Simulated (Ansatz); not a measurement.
# Te on Co(0001): change of the work function, part 2 of 5

How does one ordered layer of Te (top site) change the work function of Co(0001), and what dipole does each adsorbate carry?

Ansatz 0.2.0; plane-wave DFT, PBE, Ansatz PAW.

So far, work function, upper face (eV): step 2 (the clean slab) 4.93.

## 3. Adsorbate added

System of this step: Te/Co(0001). The cell holds 17 atoms: 16 Co and 1 Te. Cell: a = 5.020 Å, b = 5.020 Å, c = 26.801 Å, α = 90.0°, β = 90.0°, γ = 60.0°. Vacuum lies along c.

The clean slab as it ended is repeated in the plane and the adsorbate is set on one face; the cell's size fixes the coverage, and the k-mesh shrinks with it to keep the sampling density about even. Adsorbate and upper layers relax, since the dipole depends on the height.

The input, input.yaml:

```yaml
crystal:
  lattice:
    - [5.02, 0.0, 0.0]
    - [2.51, 4.347447527, 0.0]
    - [0.0, 0.0, 26.8005142519]
  atoms:
    - { symbol: Co, position: [0.3333333333, 0.3333333333, 0.3358144517], spin: 1.81 }
    - { symbol: Co, position: [0.0, 0.0, 0.4117685913], spin: 1.75 }
    - { symbol: Co, position: [0.3333333333, 0.3333333333, 0.4881321601], spin: 1.73 }
    - { symbol: Co, position: [0.0, 0.0, 0.5607546971], spin: 1.78 }
    - { symbol: Co, position: [0.3333333333, 0.8333333333, 0.3358144517], spin: 1.81 }
    - { symbol: Co, position: [0.0, 0.5, 0.4117685913], spin: 1.75 }
    - { symbol: Co, position: [0.3333333333, 0.8333333333, 0.4881321601], spin: 1.73 }
    - { symbol: Co, position: [0.0, 0.5, 0.5607546971], spin: 1.78 }
    - { symbol: Co, position: [0.8333333333, 0.3333333333, 0.3358144517], spin: 1.81 }
    - { symbol: Co, position: [0.5, 0.0, 0.4117685913], spin: 1.75 }
    - { symbol: Co, position: [0.8333333333, 0.3333333333, 0.4881321601], spin: 1.73 }
    - { symbol: Co, position: [0.5, 0.0, 0.5607546971], spin: 1.78 }
    - { symbol: Co, position: [0.8333333333, 0.8333333333, 0.3358144517], spin: 1.81 }
    - { symbol: Co, position: [0.5, 0.5, 0.4117685913], spin: 1.75 }
    - { symbol: Co, position: [0.8333333333, 0.8333333333, 0.4881321601], spin: 1.73 }
    - { symbol: Co, position: [0.5, 0.5, 0.5607546971], spin: 1.78 }
    - { symbol: Te, position: [0.0, 0.0, 0.6641855483] }
magnetization:
  spin_polarized: true
kpoints:
  mp_grid: { grid: [7, 7, 1] }
hamiltonian:
  xc: pbe
scf:
  occupations: { method: fermi_dirac, width: 0.1 }
  convergence: { dr2_threshold: 1.0e-08 }
efield:
  axis: 3
  dipole_correction: true
  ramp_position: 0.97
  ramp_width: 0.06
relax:
  f_tol: 0.02
  max_steps: 60
  constraints: [{ sites: [0, 1, 4, 5, 8, 9, 12, 13] }]
output:
  bader: true
  dos: { projected: true, e_range: [-8, 4] }
  write_potential: true
  write_density: true
  volumetric_format: npy
  elf: true
```

Run with:

```
> ansatz run input.yaml --threads 4 --pin off --max-ram 12288MiB --backend cpu --events-out ev --progress --plain --runs-dir out
```

Numbers of over 12 decimals in the logs are rounded to 6 here.

The program printed:

```text
[...]
Crystal: 17 atoms, lattice volume = 584.899 Å³
Basis set: ecut = 420 eV, 11471 PW (Γ), exchange–correlation on 72×72×360 points (8 copies of the dense FFT grid, shifted against one another)
Bands: 190, of which v1, the nominal top of the filled ones, is band 144 counted from 1 (143 counted from 0)
Symmetry: 6 space group operations
k-points: 8 of 49 (time reversal used)
[...]
Starting moments: Σ|m| = 28.28 μB on 16 of 17 sites
[...]
SCF iter   1: F=—  HF=-88985.354954 eV  |F-HF|=—  |Δ(HF+E_count)|=         —  Δρ=3.94e-2 (↑1.48e-2 ↓3.94e-2)  dr2=1.11e2  dr2_m=1.90e0  M=27.027 μB ∫|m|=28.386 μB  β_m=1.00  ethr=3.10e-3  p=-0.000 e·Å  D=-1.02e-7 V/Å  ΔV_dip=0.00 eV  dr2_dipole=2.89e1  V_vac-E_F(+/−)=7.05/7.05 eV  ⟨swp⟩=9.7  Hψ=15341  notcnv=0  defer=187
[...]
SCF iter  19: F=-88992.890449 eV  HF=-88992.890449 eV  |F-HF|=3.16e-9  |Δ(HF+E_count)|=   4.23e-9  Δρ=3.89e-7 (↑1.37e-7 ↓3.89e-7)  dr2=3.60e-9  dr2_m=1.24e-10  M=27.729 μB ∫|m|=30.444 μB  ethr=1.00e-12  p=-0.023 e·Å  D=-7.13e-3 V/Å  ΔV_dip=0.19 eV  dr2_dipole=8.26e-10  V_vac-E_F(+/−)=5.17/4.98 eV  ⟨swp⟩=13.6  Hψ=21382  notcnv=0
SCF 1 converged in 19 iterations: F = -88992.890449 eV  dr2 = 3.60e-9
[...]
relax step   1: F+E_penalty+E_count = -88992.89044931 eV  Δ(F+E_penalty+E_count) = +0.000e0 eV  max|allowed force component| = 2.443e0 eV/Å  Δτ_max = 0.0000 Å  (19 SCF iters, accepted)
[...]
SCF iter  13: F=-88993.369367 eV  HF=-88993.369367 eV  |F-HF|=8.22e-9  |Δ(HF+E_count)|=   4.10e-9  Δρ=3.00e-7 (↑1.72e-7 ↓3.00e-7)  dr2=1.17e-9  dr2_m=1.74e-10  M=27.522 μB ∫|m|=30.210 μB  ethr=1.00e-12  p=-0.005 e·Å  D=-1.45e-3 V/Å  ΔV_dip=0.04 eV  dr2_dipole=2.76e-10  V_vac-E_F(+/−)=5.02/4.98 eV  ⟨swp⟩=11.4  Hψ=19566  notcnv=0
SCF 2 converged in 13 iterations: F = -88993.369367 eV  dr2 = 1.17e-9
[...]
relax step   2: F+E_penalty+E_count = -88993.36936716 eV  Δ(F+E_penalty+E_count) = -4.789e-1 eV  max|allowed force component| = 2.018e0 eV/Å  Δτ_max = 0.1949 Å  (13 SCF iters, accepted)
SCF iter   1: F=—  HF=-88993.661602 eV  |F-HF|=—  |Δ(HF+E_count)|=         —  Δρ=3.06e-3 (↑3.06e-3 ↓2.94e-3)  dr2=2.80e-1  dr2_m=3.44e-2  M=27.322 μB ∫|m|=30.015 μB  β_m=1.00  ethr=5.09e-4  p=-0.005 e·Å  D=-1.45e-3 V/Å  ΔV_dip=0.04 eV  dr2_dipole=1.15e-1  V_vac-E_F(+/−)=4.99/4.95 eV  ⟨swp⟩=4.8  Hψ=7708  notcnv=0  defer=303
[...]
SCF iter  14: F=-88993.649600 eV  HF=-88993.649600 eV  |F-HF|=1.05e-9  |Δ(HF+E_count)|=   7.93e-9  Δρ=3.73e-7 (↑1.25e-7 ↓3.73e-7)  dr2=2.75e-9  dr2_m=1.82e-10  M=27.339 μB ∫|m|=30.009 μB  ethr=1.00e-12  p=0.019 e·Å  D=6.00e-3 V/Å  ΔV_dip=-0.16 eV  dr2_dipole=5.38e-10  V_vac-E_F(+/−)=4.82/4.98 eV  ⟨swp⟩=11.6  Hψ=19232  notcnv=0
SCF 3 converged in 14 iterations: F = -88993.649600 eV  dr2 = 2.75e-9
relax step   3: F+E_penalty+E_count = -88993.64960034 eV  Δ(F+E_penalty+E_count) = -2.802e-1 eV  max|allowed force component| = 7.309e-1 eV/Å  Δτ_max = 0.1974 Å  (14 SCF iters, accepted)
[...]
relax step   4: F+E_penalty+E_count = -88993.73042939 eV  Δ(F+E_penalty+E_count) = -8.083e-2 eV  max|allowed force component| = 5.921e-1 eV/Å  Δτ_max = 0.1300 Å  (13 SCF iters, accepted)
[...]
relax step   5: F+E_penalty+E_count = -88993.75037818 eV  Δ(F+E_penalty+E_count) = -1.995e-2 eV  max|allowed force component| = 3.935e-1 eV/Å  Δτ_max = 0.1259 Å  (13 SCF iters, accepted)
[...]
relax step   6: F+E_penalty+E_count = -88993.76421711 eV  Δ(F+E_penalty+E_count) = -1.384e-2 eV  max|allowed force component| = 5.642e-2 eV/Å  Δτ_max = 0.0352 Å  (13 SCF iters, accepted)
SCF iter   1: F=—  HF=-88993.764831 eV  |F-HF|=—  |Δ(HF+E_count)|=         —  Δρ=3.82e-4 (↑3.23e-4 ↓3.82e-4)  dr2=5.42e-4  dr2_m=5.85e-4  M=27.143 μB ∫|m|=29.769 μB  β_m=1.00  ethr=2.75e-6  p=0.034 e·Å  D=1.05e-2 V/Å  ΔV_dip=-0.28 eV  dr2_dipole=3.87e-5  V_vac-E_F(+/−)=4.70/4.98 eV  ⟨swp⟩=2.7  Hψ=5496  notcnv=0  defer=289
[...]
SCF iter  11: F=-88993.764591 eV  HF=-88993.764591 eV  |F-HF|=5.94e-9  |Δ(HF+E_count)|=   1.44e-8  Δρ=9.02e-7 (↑1.95e-7 ↓9.02e-7)  dr2=7.05e-9  dr2_m=7.81e-10  M=27.140 μB ∫|m|=29.766 μB  ethr=1.00e-12  p=0.033 e·Å  D=1.03e-2 V/Å  ΔV_dip=-0.27 eV  dr2_dipole=2.63e-10  V_vac-E_F(+/−)=4.71/4.98 eV  ⟨swp⟩=9.2  Hψ=19046  notcnv=0
SCF 7 converged in 11 iterations: F = -88993.764591 eV  dr2 = 7.05e-9
relax step   7: F+E_penalty+E_count = -88993.76459116 eV  Δ(F+E_penalty+E_count) = -3.741e-4 eV  max|allowed force component| = 1.898e-3 eV/Å  Δτ_max = 0.0057 Å  (11 SCF iters, accepted)
NSCF: frozen V_eff on 8 k-points
[...]
SCF converged after 11 iterations
Magnetization: 27.1399 μB (157.5699 up, 130.4301 down)
Absolute magnetization: 29.7763 μB (∫|ρ↑−ρ↓|, with the PAW one-centre terms)
[...]
Per-site moments (μB) at R_I (Å): [(1.813405, 1.030734), (1.739045, 1.030734), (1.739912, 1.017590), (1.409457, 0.962509), (1.816755, 1.030734), (1.753200, 1.023690), (1.676077, 0.962509), (1.852733, 1.017590), (1.816755, 1.030734), (1.753200, 1.023690), (1.676077, 0.962509), (1.852733, 1.017590), (1.816755, 1.030734), (1.753200, 1.023690), (1.676077, 0.962509), (1.852733, 1.017590), (0.069513, 0.964853)]
Free energy (F): -88993.764591 eV
[...]
Internal energy: -88993.202495 eV  (E = F + TS)
E sigma→0 (E₀):  -88993.483543 eV
Entropy (-TS):   -0.562096 eV (-33.064 meV/atom)
Fermi energy:    2.988340 eV
Dipole field:    D = 0.010241 V/Å  (p = 0.033101 e·Å, saw-weighted, corrected)
Work function:   Φ+ = 4.7083 eV   Φ− = 4.9828 eV
[...]
--- Forces (eV/Å), atoms counted from 1 ---
  atom   1  Co     0.00000000    -0.00000000     0.46783222
  atom   2  Co    -0.00000000     0.00000000    -0.40249934
  atom   3  Co    -0.00000000    -0.00000000     0.00105668
  atom   4  Co     0.00000000     0.00000000     0.00120306
  atom   5  Co     0.00008934    -0.00005158     0.48589642
  atom   6  Co     0.07704203    -0.04448024    -0.50606797
  atom   7  Co    -0.00062381     0.00036015    -0.00025628
  atom   8  Co     0.00068955    -0.00039811    -0.00146196
  atom   9  Co     0.00000000     0.00010316     0.48589642
  atom  10  Co    -0.00000000     0.08896048    -0.50606797
  atom  11  Co     0.00000000    -0.00072031    -0.00025628
  atom  12  Co    -0.00000000     0.00079623    -0.00146196
  atom  13  Co    -0.00008934    -0.00005158     0.48589642
  atom  14  Co    -0.07704203    -0.04448024    -0.50606797
  atom  15  Co     0.00062381     0.00036015    -0.00025628
  atom  16  Co    -0.00068955    -0.00039811    -0.00146196
  atom  17  Te    -0.00000000     0.00000000    -0.00189808
  max |Σ_I F_I| component: 2.52e-5 eV/Å
--- Band table (eV; the first three rows and the last of 16) ---
  k-point 0 ↑: bands = [... 140 lower, 2.0570, 2.0918, 2.2244, 2.2251, 2.2251, 2.2863, 2.2863, 2.2893, ... 42 higher]
  k-point 1 ↑: bands = [... 140 lower, 2.0268, 2.0280, 2.0534, 2.0944, 2.1125, 2.1406, 2.2204, 2.2284, ... 42 higher]
  k-point 2 ↑: bands = [... 140 lower, 1.8494, 1.8829, 1.8873, 1.9143, 1.9382, 1.9796, 2.0212, 2.0305, ... 42 higher]
  k-point 7 ↓: bands = [... 140 lower, 3.5971, 3.6204, 3.6544, 3.7154, 3.7389, 3.7723, 3.8162, 3.8566, ... 42 higher]
--- Relaxed structure (7 steps of the walk, 7 accepted, 0 SCFs on fresh bases) ---
  F+E_penalty+E_count = -88993.76459116 eV   max|allowed force component| = 1.898e-3 eV/Å
  atoms:
    - { symbol: Co, position: [0.333333, 0.333333, 0.335814] }
    - { symbol: Co, position: [0, 0, 0.411769] }
    - { symbol: Co, position: [0.333333, 0.333333, 0.489165] }
    - { symbol: Co, position: [-1.1806976923125824e-18, 0, 0.554779] }
    - { symbol: Co, position: [0.333333, 0.833333, 0.335814] }
    - { symbol: Co, position: [-2.7755575615628914e-17, 0.5, 0.411769] }
    - { symbol: Co, position: [0.338787, 0.830607, 0.487252] }
    - { symbol: Co, position: [-0.00170022, 0.500850, 0.563454] }
    - { symbol: Co, position: [0.833333, 0.333333, 0.335814] }
    - { symbol: Co, position: [0.500000, 0, 0.411769] }
    - { symbol: Co, position: [0.830607, 0.338787, 0.487252] }
    - { symbol: Co, position: [0.500850, -0.00170022, 0.563454] }
    - { symbol: Co, position: [0.833333, 0.833333, 0.335814] }
    - { symbol: Co, position: [0.5, 0.5, 0.411769] }
    - { symbol: Co, position: [0.830607, 0.830607, 0.487252] }
    - { symbol: Co, position: [0.500850, 0.500850, 0.563454] }
    - { symbol: Te, position: [-4.372496182928242e-18, 0, 0.642055] }
--- Bader charges: 17 sites ---
  site symbol  charge [e]  shift [e]    m [muB]
     0     Co     -0.0199     0.0002     1.7410
     1     Co      0.0198     0.0002     1.6622
     2     Co      0.0433     0.0003     1.6688
     3     Co     -0.1233     0.0022     1.3519
     4     Co     -0.0212     0.0002     1.7447
     5     Co      0.0210     0.0002     1.6758
     6     Co      0.0021     0.0000     1.6037
     7     Co      0.0870     0.0001     1.8075
     8     Co     -0.0212     0.0002     1.7447
     9     Co      0.0210     0.0002     1.6758
    10     Co      0.0021     0.0000     1.6037
    11     Co      0.0870     0.0001     1.8075
    12     Co     -0.0212     0.0002     1.7447
    13     Co      0.0210     0.0002     1.6758
    14     Co      0.0021     0.0000     1.6037
    15     Co      0.0869     0.0001     1.8075
    16     Te     -0.1866     0.0024     0.2211
  estimated error of the sums over rays = 5.7e-4 e
```

Run time: 13 min. Hardware: 4 threads of Arm Neoverse V1, shared host; peak memory 3.4 GiB.

The steps of the relaxation:

```csv
step,energy less that of the first step (eV),largest force component (eV/Å)
1,0.0000,2.4430
2,-0.4789,2.0178
3,-0.7592,0.7309
4,-0.8400,0.5921
5,-0.8599,0.3935
6,-0.8738,0.0564
7,-0.8741,0.0019
```

Forces are held to the 6 operations that the run works with; a distortion that breaks them can't arise in this run.

The atoms that moved most (Å):

```
atom      dx      dy      dz  length
Te17   0.000   0.000  -0.593   0.593
 Co4   0.000   0.000  -0.160   0.160
Co16   0.006   0.004   0.072   0.073
 Co8  -0.006   0.004   0.072   0.073
Co12   0.000  -0.007   0.072   0.073
Co15  -0.021  -0.012  -0.024   0.033
Co11   0.000   0.024  -0.024   0.033
 Co7   0.021  -0.012  -0.024   0.033
```

Final coordinates:

```cif
data_structure
_symmetry_space_group_name_H-M 'P 1'
_symmetry_Int_Tables_number 1
_cell_length_a 5.0200
_cell_length_b 5.0200
_cell_length_c 26.8005
_cell_angle_alpha 90.000
_cell_angle_beta 90.000
_cell_angle_gamma 60.000
_cell_volume 584.90
loop_
_atom_site_label
_atom_site_type_symbol
_atom_site_fract_x
_atom_site_fract_y
_atom_site_fract_z
_atom_site_occupancy
Co1 Co 0.33333 0.33333 0.33581 1
Co2 Co 0.00000 0.00000 0.41177 1
Co3 Co 0.33333 0.33333 0.48917 1
Co4 Co 0.00000 0.00000 0.55478 1
Co5 Co 0.33333 0.83333 0.33581 1
Co6 Co 0.00000 0.50000 0.41177 1
Co7 Co 0.33879 0.83061 0.48725 1
Co8 Co 0.99830 0.50085 0.56345 1
Co9 Co 0.83333 0.33333 0.33581 1
Co10 Co 0.50000 0.00000 0.41177 1
Co11 Co 0.83061 0.33879 0.48725 1
Co12 Co 0.50085 0.99830 0.56345 1
Co13 Co 0.83333 0.83333 0.33581 1
Co14 Co 0.50000 0.50000 0.41177 1
Co15 Co 0.83061 0.83061 0.48725 1
Co16 Co 0.50085 0.50085 0.56345 1
Te17 Te 0.00000 0.00000 0.64205 1
```

This step gave:

```
energy at zero smearing        : -88993.4835 eV
total moment                   : 27.14 μB
work function, upper face      : 4.708 eV
work function, lower face      : 4.983 eV
dipole along the normal        : 0.03310 e·Å
step between the vacuum levels : -0.2745 eV
```

Running mean over 2.03561 Å of the planar mean; the ramp of the sawtooth is left out. The electron's electrostatic potential energy less the Fermi level by z:

```csv
z (Å),electron's electrostatic potential energy less the Fermi level (eV)
4,4.98
5,4.98
6,4.92
7,4.21
8,-3.46
9,-10.3
10,-10.5
11,-10.6
12,-10.5
13,-10.6
14,-11.2
15,-10.6
16,-5.54
17,1.12
18,2.64
19,4.07
20,4.67
21,4.71
22,4.71
23,4.71
```

The density of states has structure finer than the step of the table below, so its rows give means over 0.25 eV, whole bins alone (the curve runs from -8 to 1.98 eV). Peaks (eV: height): total -2.650: 52.4, -2.200: 50.4, -2.110: 61.5, -1.050: 60.1, -0.930: 65.9, -0.840: 69.8, -0.450: 50.5; up -3.520: 35.2, -2.440: 38.7, -2.140: 42.9, -2.080: 40.0, -1.080: 34.8, -0.930: 35.7, -0.840: 43.7; down -2.050: 31.9, -1.050: 33.2, -0.930: 30.2, -0.450: 42.1, -0.300: 30.4, 0.900: 33.9, 1.110: 34.1.

Density of states against energy, zero at the Fermi level; means over each step; values in states/eV a cell:

```csv
energy (eV),total,up,down
-7.75,0.896,0.454,0.443
-7.50,0.967,0.491,0.476
-7.25,0.990,0.509,0.482
-7.00,2.03,1.08,0.957
-6.75,2.16,1.15,1.01
-6.50,2.12,1.14,0.976
-6.25,2.92,1.64,1.28
-6.00,1.52,0.590,0.925
-5.75,2.57,1.88,0.696
-5.50,4.68,2.68,2.00
-5.25,3.60,1.85,1.75
-5.00,8.78,7.22,1.57
-4.75,9.68,8.12,1.55
-4.50,16.0,12.0,3.96
-4.25,17.1,14.6,2.45
-4.00,19.3,12.9,6.41
-3.75,19.5,14.9,4.59
-3.50,25.0,17.0,8.05
-3.25,23.4,14.3,9.08
-3.00,32.0,19.4,12.5
-2.75,33.6,21.5,12.1
-2.50,39.9,30.6,9.31
-2.25,40.0,25.2,14.8
-2.00,35.8,18.6,17.2
-1.75,25.0,20.0,5.04
-1.50,34.2,19.6,14.6
-1.25,40.1,20.4,19.7
-1.00,52.9,28.3,24.6
-0.75,46.1,23.4,22.8
-0.50,25.6,6.74,18.8
-0.25,18.3,2.77,15.6
0.00,15.1,3.83,11.2
0.25,16.0,1.42,14.6
0.50,20.5,3.80,16.7
0.75,24.6,2.07,22.5
1.00,35.1,4.42,30.6
1.25,16.3,0.612,15.7
1.50,8.28,3.11,5.18
1.75,5.76,2.14,3.62
```

Projected DOS per atom over height of the atomic layer and energy from the Fermi level. Layers: Co4 Co4 Co4 Co4 Te from below.

Values in states/eV, 22 rows by 5 columns, each cell a mean:
```
0.33 0.25 0.26 0.32 0.31
0.77 1.02 0.99 0.74 0.35
1.68 1.79 1.81 1.65 0.84
1.39 0.92 0.83 1.31 0.56
1.01 0.84 0.79 1.00 0.59
1.58 1.49 1.58 1.72 1.45
3.24 3.01 3.21 2.76 0.77
2.71 2.10 1.83 2.15 0.46
1.83 1.46 1.49 1.71 0.97
2.87 2.29 2.18 2.36 1.08
1.93 1.83 1.95 2.19 1.50
1.19 1.54 1.44 1.39 1.15
1.16 1.38 1.34 1.36 0.97
0.81 1.23 1.22 1.03 0.45
0.54 0.96 1.02 0.75 0.31
0.30 0.50 0.57 0.39 0.17
0.20 0.28 0.29 0.24 0.11
0.08 0.14 0.14 0.09 0.04
0.11 0.17 0.17 0.12 0.07
0.10 0.16 0.16 0.09 0.06
0.03 0.09 0.10 0.03 0.02
0.02 0.09 0.09 0.02 0.02
```
Columns: height of the atomic layer (Å) from 9 to 17.2; rows upwards: energy from the Fermi level (eV) from -7.96 to 1.95.

Projected DOS per atom, spin up over height of the atomic layer and energy from the Fermi level. Layers: Co4 Co4 Co4 Co4 Te from below.

Ten even steps from '0' (0.01 states/eV) to '9' (2.05 states/eV), each cell a mean:
```
00000
00000
00001
00001
00001
11225
69961
75461
64452
96782
75661
34343
44453
34431
13320
01210
00000
00000
00000
00000
00000
00000
```
Columns: height of the atomic layer (Å) from 9 to 17.2; rows upwards: energy from the Fermi level (eV) from -7.96 to 1.95.

Projected DOS per atom, spin down over height of the atomic layer and energy from the Fermi level. Layers: Co4 Co4 Co4 Co4 Te from below.

Values in states/eV, 22 rows by 5 columns, each cell a mean:
```
0.21 0.17 0.18 0.19 0.15
0.71 0.96 0.95 0.66 0.26
1.52 1.61 1.64 1.50 0.57
1.25 0.83 0.72 1.19 0.27
0.85 0.65 0.60 0.89 0.31
1.24 1.10 1.04 1.17 0.34
1.88 1.15 1.33 1.47 0.37
1.09 0.95 0.87 0.89 0.19
0.45 0.53 0.57 0.49 0.47
0.82 0.86 0.74 0.64 0.63
0.37 0.62 0.69 0.80 1.16
0.42 0.66 0.63 0.51 0.50
0.22 0.41 0.45 0.32 0.33
0.18 0.30 0.34 0.23 0.20
0.15 0.19 0.21 0.19 0.13
0.09 0.09 0.09 0.10 0.07
0.07 0.12 0.12 0.09 0.04
0.04 0.07 0.07 0.04 0.02
0.05 0.08 0.08 0.05 0.03
0.05 0.07 0.08 0.04 0.03
0.01 0.05 0.05 0.01 0.01
0.01 0.04 0.05 0.01 0.01
```
Columns: height of the atomic layer (Å) from 9 to 17.2; rows upwards: energy from the Fermi level (eV) from -7.96 to 1.95.

Site moment by atom:

```csv
atom,site moment (μB)
Co1,1.81
Co2,1.74
Co3,1.74
Co4,1.41
Co5,1.82
Co6,1.75
Co7,1.68
Co8,1.85
Co9,1.82
Co10,1.75
Co11,1.68
Co12,1.85
Co13,1.82
Co14,1.75
Co15,1.68
Co16,1.85
Te17,0.07
```

Spin density in the ca plane at fractional y = 0.000, with atoms of Co and Te within 0.2 Å of it.

Values in e/Å³, 7 rows by 16 columns, each cell a mean:
```
0.0 0.0 0.6 0.7 0.0 0.0 0.7 0.3 0.0 0.0 0.0 0.0 0.0 0.0 0.0 0.0
0.1 0.1 0.0 0.0 0.1 0.1 0.0 0.0 0.0 0.0 0.0 0.0 0.0 0.0 0.0 0.0
0.0 0.0 0.3 0.3 0.0 0.0 0.2 0.4 0.0 0.0 0.0 0.0 0.0 0.0 0.0 0.0
0.0 0.0 1.4 1.6 0.0 0.0 1.0 2.2 0.0 0.0 0.0 0.0 0.0 0.0 0.0 0.0
0.0 0.0 0.1 0.1 0.0 0.0 0.1 0.1 0.0 0.0 0.0 0.0 0.0 0.0 0.0 0.0
0.1 0.0 0.0 0.0 0.0 0.1 0.0 0.0 0.0 0.0 0.0 0.0 0.0 0.0 0.0 0.0
0.0 0.0 1.1 1.3 0.0 0.0 1.3 0.5 0.0 0.0 0.0 0.0 0.0 0.0 0.0 0.0
```
Columns run along c (16.0 Å, from fractional 0.30 to 0.90 of the cell), rows up along a (5.0 Å). Atoms in or near the plane, at fractional coordinates: Co at (0.41, 0.00), Co at (0.55, 0.00), Co at (0.41, 0.50), Co at (0.56, 0.50), Te at (0.64, 0.00).

Valence density in the ca plane at fractional y = 0.000, with atoms of Co and Te within 0.2 Å of it. It is the smooth field of the valence electrons, not physical close to the nuclei.

Values in e/Å³, 7 rows by 16 columns, each cell a mean:
```
 0  0  5  6  0  0  7  4  2  5  0  0  0  0  0  0
 1  1  0  0  1  1  0  0  0  0  0  0  0  0  0  0
 0  0  2  3  0  0  2  3  0  0  0  0  0  0  0  0
 0  0 11 13  0  0  8 16  0  0  0  0  0  0  0  0
 1  1  1  1  0  1  1  1  0  0  0  0  0  0  0  0
 1  1  1  1  1  1  1  0  0  1  0  0  0  0  0  0
 0  0  9 10  0  0 13  6  3  8  0  0  0  0  0  0
```
Columns run along c (16.0 Å, from fractional 0.30 to 0.90 of the cell), rows up along a (5.0 Å). Atoms in or near the plane, at fractional coordinates: Co at (0.41, 0.00), Co at (0.55, 0.00), Co at (0.41, 0.50), Co at (0.56, 0.50), Te at (0.64, 0.00).

ELF in the ca plane at fractional y = 0.000, with atoms of Co and Te within 0.2 Å of it. It is the smooth field of the valence electrons, not physical close to the nuclei.

Ten even steps from '0' (0.00) to '9' (0.97), each cell a mean:
```
33333237852232331488325300157763100000000000
21112212321221122232125433467753100000000000
11211222222212112222234555677642000000000000
11211222222212212222112456765421000000000000
21112212321221122123211223332100000000000000
33233237852232232269721110000000000000000000
44333138972233332279831000000000000000000000
32222224631222222146411111110000000000000000
11111211112211112211111345554210000000000000
12211232223212212322224566777531000000000000
11111211112211122211135544567752000000000000
32222224631222222355225421357763100000000000
44333138972233331599425300047763100000000000
```
Columns run along c (16.0 Å, from fractional 0.30 to 0.90 of the cell), rows up along a (5.0 Å). Atoms in or near the plane, at fractional coordinates: Co at (0.41, 0.00), Co at (0.55, 0.00), Co at (0.41, 0.50), Co at (0.56, 0.50), Te at (0.64, 0.00).

The relaxation took 7 steps and lowered the energy by 0.87 eV; the largest force on the free atoms ends at 0.0019 eV/Å.

By hand: a sheet of dipoles makes a step −p/(ε₀A) in the electron's potential. With e/ε₀ = 180.95 V·Å, p = 0.03310 e·Å and A = 21.82 Å², that is −180.95 × (0.03310) / 21.82 = -0.274 eV, and the two vacuum levels of the run differ by -0.274 eV.

The covered face has 4.71 eV, -0.22 eV against the clean one; the bare back face has moved by -0.01 eV, a measure of how thin the slab is.

[end of part 2 of 5]

[Logs are printed without paths, hosts, clocks, repeated set-up lines and the standing remarks that a program may print on its own settings, such as how far it seeks lower states.]

[Hosts, paths, dates, database ids (printed as entryN), source tags and the programs' standing remarks are cut or masked in the printed files.]

[Maps of the electrostatic potential energy from Ansatz leave out the sawtooth potential of an applied field or a dipole correction, so their vacuum need not be flat; planar profiles and work functions include it.]
